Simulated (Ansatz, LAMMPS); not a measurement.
# Amorphous Ge at 5.05 g/cm^3 (72 atoms), relaxed: functionals compared

Which bonds does the relaxation leave, and how do the Kohn-Sham gap, forces and pressure change with functional?

Calculated with Ansatz 0.2.0: Kohn-Sham DFT, PBE, PAW (set soft_2), plane waves; cutoff 420 eV, Γ point, fermi-dirac smearing of 0.025 eV.

In doubt: a hybrid run on one k-point (Ansatz), which bears on gaps.

**The cell**

Density at the start: 5.05 g/cm³. The cell holds 72 atoms: 72 Ge. Its edges and angles: a = 11.980 Å, b = 11.980 Å, c = 11.980 Å, α = 90.0°, β = 90.0°, γ = 90.0°. 72 atoms (72 Ge) placed at random at 5.05 g/cm³, melted at 3500 K for 10 ps at fixed volume with the Tersoff potential (Tersoff, Phys. Rev. B 39, 5566 (1989)). Quenched from 3500 K to 300 K at 20 K/ps and fixed volume, annealed at 800 K for 20 ps, held 5 ps, then minimised at fixed cell.

The atoms were relaxed with PBE. The walk converged after 20 steps, with a largest force component of 0.0269 eV/Å; it began at an r.m.s. force component of 0.24 eV/Å. The energy fell by 41.4 meV an atom.

The input of the reference single point:

```yaml
crystal:
  lattice:
    - [11.9803, 0.0, 0.0]
    - [0.0, 11.9803, 0.0]
    - [0.0, 0.0, 11.9803]
  atoms:
    - { symbol: Ge, position: [0.93805, 0.90295, 0.10235] }
    - { symbol: Ge, position: [0.17126, 0.70111, 0.65246] }
    - { symbol: Ge, position: [0.80484, 0.74599, 0.56165] }
    - { symbol: Ge, position: [0.8751, 0.5592, 0.50234] }
    [... 66 atom lines left out ...]
    - { symbol: Ge, position: [0.71242, 0.93751, 0.80844] }
    - { symbol: Ge, position: [0.54341, 0.20159, 0.50775] }
kpoints:
  mp_grid: { grid: [1, 1, 1] }
hamiltonian:
  xc: pbe
scf:
  occupations: { method: fermi_dirac, width: 0.025 }
output:
  forces: true
  stress: true
  populations: true
  dos:
    method: { smearing: { sigma: 0.08 } }
    de: 0.05
    projected: { site_lists: { Ge: [Ge] } }
  eigenvalues: true
  write_density: true
  write_potential: true
  volumetric_format: npy
```

**Bonds after relaxation**

Bonds by pair of elements; cutoffs follow the first minimum of g(r), held within bounds set by covalent radii, and pairs that aren't listed don't count as bonded:

| pair A-B | cutoff (Å) | bonds | mean length (Å) | spread (Å) | shortest (Å) | B about A | A about B |
| --- | --- | --- | --- | --- | --- | --- | --- |
| Ge-Ge | 3.02 | 151 | 2.56 | 0.093 | 2.42 | 4.19 | 4.19 |

How many atoms have how many bonded neighbours:

| element | mean | 3 | 4 | 5 |
| --- | --- | --- | --- | --- |
| Ge | 4.19 | 1 | 56 | 15 |

**Levels of theory**

Single points at the relaxed geometry:

| functional | k-mesh | Kohn-Sham gap (eV) | pressure (GPa) | r.m.s. force component (eV/Å) | SCF cycles | time |
| --- | --- | --- | --- | --- | --- | --- |
| PBE | 1×1×1 | 0.331 | 0.75 | 0.009 | 14 | 64 s |
| HSE06 | 1×1×1 | 0.544 | -1.60 | 0.073 | 37 | 18 min |
| r2SCAN | 1×1×1 | 0.377 | -1.69 | 0.085 | 13 | 1.9 min |
| PBEsol | 1×1×1 | 0.323 | -1.97 | 0.032 | 15 | 56 s |

The gap is that between the highest filled and lowest empty Kohn-Sham level on the run's k-points. Cutoffs: 420 eV for PBE, HSE06 and PBEsol; 500 eV for r2SCAN. Times come from shared hosts and are rough.

**Findings**

By these cutoffs 78 % of Ge atoms have 4 neighbours. The Kohn-Sham gap is 0.33 eV with PBE on the 1×1×1 mesh. On the 1×1×1 mesh HSE06 changes the gap by +0.21 eV against PBE. On the reference's mesh the gap changes with r2SCAN by +0.05 eV and PBEsol by -0.01 eV. Against the reference the pressure changes with HSE06 by -2.3 GPa, r2SCAN by -2.4 GPa and PBEsol by -2.7 GPa; a negative change means a smaller volume than PBE would take.

Limits: All single points share the geometry relaxed with PBE. The density was set when the cell was made, as one point of a scan, and needn't be that of the real material. One sample; tail or defect levels can set the gap of a disordered cell. The quench rate of 20 K/ps is many orders above laboratory rates, so the cell is likely richer in defects and strain than a real sample. The network of bonds at the start is that of the classical potential that made the cell, and needn't be the one that DFT or experiment would give. In some runs the program notes that the band table was not solved further than the SCF left it, the gap may close elsewhere in the zone, the exchange threshold is loose for the stress and the SCF threshold is loose for the stress. Further notices: product built on unsolved table. Spin–orbit coupling is left out; it splits the top valence bands of compounds with Ge, As, Se, Sb or Te and narrows their gaps.

[Logs are printed without paths, hosts, clocks, repeated set-up lines and the standing remarks that a program may print on its own settings, such as how far it seeks lower states.]

[Hosts, paths, dates, database ids (printed as entryN), source tags and the programs' standing remarks are cut or masked in the printed files.]
